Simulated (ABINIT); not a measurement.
# BiH3 (Pm-3m): zone-centre phonons, part 2 of 4

Which modes does BiH3 (Pm-3m) have at the zone centre?

ABINIT 10.8.3; DFT PBEsol, scalar-relativistic, plane waves, PseudoDojo norm-conserving pseudopotentials.

So far. Step 5 (Relaxation): The volume changes by -1.0 % in this run and stands -30.5 % from the first cell. The relaxed cell has a = 4.175 Å (conventional setting).

The structure was built from a prototype and need not be the compound's stable phase.

**7. Linear response at Γ**

At q = 0 one unit cell holds all displacements. The response is solved for single atoms along the cell's directions, and symmetry skips those that follow from others. The crystal is treated as a metal, which screens a static field, so no field response is asked.

File dfpt_gamma.abi:

```

# common to the responses
getwfk_filepath "gso_WFK"
kptopt 2
nqpt 1
qpt 0.0 0.0 0.0
asr 0
chneut 0

# displacements
rfphon 1
rfatpol 1 4
rfdir 1 1 1
tolvrs 1.0d-10
prtwf 0

# basis, mesh and filling
ecut 40.0
ecutsm 3.0
ngkpt 6 6 6
nshiftk 1
shiftk 0.0 0.0 0.0
istwfk *1
occopt 7
tsmear 0.01
nband 15
nstep 100
diemac 1000000.0
prtebands 0
prtgsr 0
useylm 1

# cell and atoms
acell 7.889530716 7.889530716 7.889530716
rprim 
    1.0 0.0 0.0
    0.0 1.0 0.0
    0.0 0.0 1.0
ntypat 2
znucl 83 1
natom 4
typat 1 2 2 2
xred 
    0.0 0.0 0.0
    0.5 0.0 0.0
    0.0 0.5 0.0
    0.0 0.0 0.5
pp_dirpath "./pseudo"
pseudos "Bi.upf, H.upf"
```

Run with:

```sh
OMP_NUM_THREADS=1 mpirun -n 2 abinit dfpt_gamma.abi > dfpt_gamma.log
```

Numbers of over 12 decimals in the logs are rounded to 6 here.

dfpt_gamma.abo, the main output file:

```text
[banners, grids, parts of the stress and lines that vanish by symmetry left out]
- input  file    -> dfpt_gamma.abi
- output file    -> dfpt_gamma.abo
- root for input  files -> dfpt_gammai
- root for output files -> dfpt_gammao

 Symmetries : space group Pm -3 m (#221); Bravais cP (primitive cubic)
================================================================================
 Values of the parameters that define the memory need of the present run (RF).
     intxc =       0      iscf =       7    lmnmax =      18     lnmax =       6
     mgfft =      48  mpssoang =       3    mqgrid =    3001     natom =       4
  nloc_mem =       1    nspden =       1   nspinor =       1    nsppol =       1
      nsym =      48    n1xccc =    2501    ntypat =       2    occopt =       7
   xclevel =       2
-    mband =          15        mffmem =           1         mkmem =          56
-   mkqmem =          56        mk1mem =          56           mpw =        6031
      nfft =      110592          nkpt =         112
- my_mband =          15
================================================================================
================================================================================

--------------------------------------------------------------------------------
------------- Echo of variables that govern the present computation ------------
--------------------------------------------------------------------------------
-
- outvars: echo of selected default values
-   iomode0 =  0 , fftalg0 =312 , wfoptalg0 =  0
-
- outvars: echo of global parameters not present in the input file
-  max_nthreads =    1
-
 -outvars: echo values of preprocessed input variables
 [... echo left out ...]
================================================================================

 chkinp: Checking input parameters for consistency.

[...]
== DATASET  1 ==================================================================
-   mpi_nproc: 2, omp_nthreads: 1 (-1 if OMP is not activated)

--- !DatasetInfo
iteration_state: {dtset: 1, }
dimensions: {natom: 4, nkpt: 112, mband: 15, nsppol: 1, nspinor: 1, nspden: 1, mpw: 6031, }
cutoff_energies: {ecut:  40.0, pawecutdg:  -1.0, }
electrons: {nelect:   1.80000000E+01, charge:   0.00000000E+00, occopt:   7.00000000E+00, tsmear:   1.00000000E-02, }
meta: {optdriver: 1, rfphon: 1, }
...

 mkfilename: getwfk from: gso_WFK

 Real(R)+Recip(G) space primitive vectors, cartesian coordinates (Bohr,Bohr^-1):
 R(1)=  7.8895307  0.0000000  0.0000000  G(1)=  0.1267503  0.0000000  0.0000000
 R(2)=  0.0000000  7.8895307  0.0000000  G(2)=  0.0000000  0.1267503  0.0000000
 R(3)=  0.0000000  0.0000000  7.8895307  G(3)=  0.0000000  0.0000000  0.1267503
 Unit cell volume ucvol=  4.9108143E+02 bohr^3
 Angles (23,13,12)=  9.00000000E+01  9.00000000E+01  9.00000000E+01 degrees
 setup1 : take into account q-point for computing boxcut.

 getcut: wavevector=  0.0000  0.0000  0.0000  ngfft=  48  48  48
         ecut(hartree)=     40.000   => boxcut(ratio)=   2.13695

--- Pseudopotential description ------------------------------------------------
- pspini: atom type   1  psp file is ./pseudo/Bi.upf

- pspini: atom type   2  psp file is ./pseudo/H.upf

   7.91430103E+02                                ecore*ucvol(ha*bohr**3)
--------------------------------------------------------------------------------

 ==>  initialize data related to q vector <==

 The list of irreducible perturbations for this q vector is:
    1)    idir= 1    ipert=   1
    2)    idir= 1    ipert=   2
    3)    idir= 2    ipert=   2

[...]
The perturbation idir=   2  ipert=   1 is
 symmetric of a previously calculated perturbation.
 So, its SCF calculation is not needed.

 The perturbation idir=   3  ipert=   1 is
 symmetric of a previously calculated perturbation.
 So, its SCF calculation is not needed.

 The perturbation idir=   3  ipert=   2 is
 symmetric of a previously calculated perturbation.
 So, its SCF calculation is not needed.

 The perturbation idir=   1  ipert=   3 is
 symmetric of a previously calculated perturbation.
 So, its SCF calculation is not needed.

[...]
The perturbation idir=   2  ipert=   4 is
 symmetric of a previously calculated perturbation.
 So, its SCF calculation is not needed.

 The perturbation idir=   3  ipert=   4 is
 symmetric of a previously calculated perturbation.
 So, its SCF calculation is not needed.

--------------------------------------------------------------------------------
 Perturbation wavevector (in red.coord.)   0.000000  0.000000  0.000000
 Perturbation : displacement of atom   1   along direction   1
 Found     8 symmetries that leave the perturbation invariant.

[...]
dfpt_looppert : total number of electrons, from k and k+q
  fully or partially occupied states are    1.800000E+01 and    1.800000E+01.
 Initialisation of the first-order wave-functions :
  ireadwf=   0

--- !BeginCycle
iteration_state: {dtset: 1, }
solver: {iscf: 7, nstep: 100, nline: 4, wfoptalg: 0, }
tolerances: {tolvrs: 1.00E-10, }
...

     iter   2DEtotal(Ha)        deltaE(Ha) residm    vres2
-ETOT  1  -1.057102     -1.508E+04 2.290E+01 9.640E+02
 ETOT  2  -3.879169     -2.822E+00 1.369E-02 6.834E+02
 ETOT  3  -4.088696     -2.095E-01 1.183E-04 1.702E+01
 ETOT  4  -4.090663     -1.967E-03 2.050E-05 1.202E+00
 ETOT  5  -4.090813     -1.507E-04 8.941E-07 1.811E-01
[...]
At SCF step   11       vres2   =  4.43E-11 < tolvrs=  1.00E-10 =>converged.
[...]
Mean square residual over all n,k,spin=   54.354E-17; max=  23.322E-14

 Thirteen components of 2nd-order total energy (hartree) are
 1,2,3: 0th-order hamiltonian combined with 1st-order wavefunctions
     kin0=   1.78655352E+04 eigvalue=   2.49030930E+03  local=  -1.06586139E+04
 4,5,6: 1st-order hamiltonian combined with 1st and 0th-order wfs
 loc psp =  -4.37123912E+03  Hartree=   1.37105672E+03     xc=  -2.19280440E+02
 note that "loc psp" includes a xc core correction that could be resolved
 7,8,9: eventually, occupation + non-local contributions
    edocc=   4.08905365E+01     enl0=   4.19459009E+03   enl1=  -2.57977360E+04
 1-9 gives the relaxation energy (to be shifted if some occ is /=2.0)
   erelax=  -1.50844875E+04
 10,11,12 Non-relaxation  contributions : frozen-wavefunctions and Ewald
 fr.local=   2.08422177E+03 fr.nonlo=   1.28670020E+04  Ewald=   2.38918595E+01
 13,14 Frozen wf xc core corrections (1) and (2)
 frxc 1  =  -5.15992147E+02  frxc 2 =   6.21273219E+02
 Resulting in :
 2DEtotal=   -0.4090823799E+01 Ha. Also 2DEtotal=   -0.111316986454E+03 eV
    (2DErelax=   -1.5084487540E+04 Ha. 2DEnonrelax=    1.5080396717E+04 Ha)
    (  non-var. 2DEtotal :   -4.0908240623E+00 Ha)

[...]
Perturbation wavevector (in red.coord.)   0.000000  0.000000  0.000000
 Perturbation : displacement of atom   2   along direction   1
 Found     8 symmetries that leave the perturbation invariant.

[...]
dfpt_looppert : total number of electrons, from k and k+q
  fully or partially occupied states are    1.800000E+01 and    1.800000E+01.
 Initialisation of the first-order wave-functions :
  ireadwf=   0

--- !BeginCycle
iteration_state: {dtset: 1, }
solver: {iscf: 7, nstep: 100, nline: 4, wfoptalg: 0, }
tolerances: {tolvrs: 1.00E-10, }
...

     iter   2DEtotal(Ha)        deltaE(Ha) residm    vres2
-ETOT  1  -4.766226     -7.020E+01 6.430E-01 1.468E+03
[...]
At SCF step   11       vres2   =  4.27E-12 < tolvrs=  1.00E-10 =>converged.
[...]
Mean square residual over all n,k,spin=   47.599E-17; max=  23.825E-14

 Thirteen components of 2nd-order total energy (hartree) are
 1,2,3: 0th-order hamiltonian combined with 1st-order wavefunctions
     kin0=   6.36055668E+01 eigvalue=   2.43148111E+00  local=  -1.69438523E+01
 4,5,6: 1st-order hamiltonian combined with 1st and 0th-order wfs
 loc psp =  -1.04456588E+02  Hartree=   2.15282093E+01     xc=  -1.35466988E+01
 note that "loc psp" includes a xc core correction that could be resolved
 7,8,9: eventually, occupation + non-local contributions
    edocc=   1.42325791E+01     enl0=  -6.25826171E-01   enl1=  -3.69063298E+01
 1-9 gives the relaxation energy (to be shifted if some occ is /=2.0)
   erelax=  -7.06814591E+01
 10,11,12 Non-relaxation  contributions : frozen-wavefunctions and Ewald
 fr.local=  -1.74342941E+01 fr.nonlo=   1.55533975E+01  Ewald=   6.73180441E+01
 13,14 Frozen wf xc core corrections (1) and (2)
 frxc 1  =   0.00000000E+00  frxc 2 =   0.00000000E+00
 Resulting in :
 2DEtotal=   -0.5244311557E+01 Ha. Also 2DEtotal=   -0.142704987382E+03 eV
    (2DErelax=   -7.0681459092E+01 Ha. 2DEnonrelax=    6.5437147535E+01 Ha)
    (  non-var. 2DEtotal :   -5.2443115337E+00 Ha)

[...]
Perturbation wavevector (in red.coord.)   0.000000  0.000000  0.000000
 Perturbation : displacement of atom   2   along direction   2
 Found     4 symmetries that leave the perturbation invariant.

--------------------------------------------------------------------------------

--------------------------------------------------------------------------------

 dfpt_looppert : total number of electrons, from k and k+q
  fully or partially occupied states are    1.800000E+01 and    1.800000E+01.
 Initialisation of the first-order wave-functions :
  ireadwf=   0

--- !BeginCycle
iteration_state: {dtset: 1, }
solver: {iscf: 7, nstep: 100, nline: 4, wfoptalg: 0, }
tolerances: {tolvrs: 1.00E-10, }
...

     iter   2DEtotal(Ha)        deltaE(Ha) residm    vres2
-ETOT  1  0.551910     -5.932E+01 1.803E-01 7.376E+02
[...]
ETOT 10  0.431470     -3.567E-12 2.836E-12 7.382E-10
 ETOT 11  0.431470      3.006E-12 8.878E-13 1.837E-11

 At SCF step   11       vres2   =  1.84E-11 < tolvrs=  1.00E-10 =>converged.
[...]
Mean square residual over all n,k,spin=   22.614E-16; max=  88.775E-14

 Thirteen components of 2nd-order total energy (hartree) are
 1,2,3: 0th-order hamiltonian combined with 1st-order wavefunctions
     kin0=   6.32690318E+01 eigvalue=   2.45839311E+00  local=  -1.51082295E+01
 4,5,6: 1st-order hamiltonian combined with 1st and 0th-order wfs
 loc psp =  -8.55295127E+01  Hartree=   1.32975347E+01     xc=  -8.47994644E+00
 note that "loc psp" includes a xc core correction that could be resolved
 7,8,9: eventually, occupation + non-local contributions
    edocc=   4.67371133E+00     enl0=  -6.73238354E-01   enl1=  -3.33450007E+01
 1-9 gives the relaxation energy (to be shifted if some occ is /=2.0)
   erelax=  -5.94372568E+01
 10,11,12 Non-relaxation  contributions : frozen-wavefunctions and Ewald
 fr.local=   6.28990420E+01 fr.nonlo=   1.70899862E+01  Ewald=  -2.01203017E+01
 13,14 Frozen wf xc core corrections (1) and (2)
 frxc 1  =   0.00000000E+00  frxc 2 =   0.00000000E+00
 Resulting in :
 2DEtotal=    0.4314697288E+00 Ha. Also 2DEtotal=    0.117408894431E+02 eV
    (2DErelax=   -5.9437256770E+01 Ha. 2DEnonrelax=    5.9868726499E+01 Ha)
    (  non-var. 2DEtotal :    4.3146977774E-01 Ha)

[...]
---- first-order wavefunction calculations are completed ----

 ==> Compute Derivative Database <==

 [... matrices left out ...]
  Phonon wavevector (reduced coordinates) :  0.00000  0.00000  0.00000
 Phonon energies in Hartree :
  -6.787992E-03 -6.787992E-03 -6.787992E-03 -4.497899E-06 -4.497899E-06
  -4.497898E-06  1.847912E-03  1.847912E-03  1.847912E-03  2.044376E-03
   2.044376E-03  2.044376E-03
 Phonon frequencies in cm-1    :
- -1.489792E+03 -1.489792E+03 -1.489792E+03 -9.871748E-01 -9.871747E-01
- -9.871744E-01  4.055699E+02  4.055699E+02  4.055699E+02  4.486888E+02
-  4.486888E+02  4.486888E+02

== END DATASET(S) ==============================================================
================================================================================

 -outvars: echo values of variables after computation
            acell      7.8895307160E+00  7.8895307160E+00  7.8895307160E+00 Bohr
           etotal      4.3146972877E-01
            fcart      0.0000000000E+00  0.0000000000E+00  0.0000000000E+00
           strten      0.0000000000E+00  0.0000000000E+00  0.0000000000E+00
================================================================================
```

The job ended after 4.8 min (2 MPI ranks of Intel Xeon at 2.70GHz, shared host; 9.6 min of CPU time).

Read from the output:

- largest acoustic frequency at the zone centre before the sum rule: -0.99 cm⁻¹
- highest optical zone-centre mode (no LO-TO term): 448.7 cm⁻¹
- lowest optical zone-centre mode: -1490 cm⁻¹

The acoustic modes at Γ come out as far as 1.0 cm⁻¹ from zero, where they should vanish, a small numerical error. The lowest optical mode is imaginary, 1490i cm⁻¹, an instability at this level and on this k mesh.

(Continued in part 3 of 4.)

[Host names and launcher messages were left out of these logs when they were recorded.]

[Logs are printed without paths, hosts, clocks, repeated set-up lines and the standing remarks that a program may print on its own settings, such as how far it seeks lower states.]

[Hosts, paths, dates, database ids (printed as entryN), source tags and the programs' standing remarks are cut or masked in the printed files.]
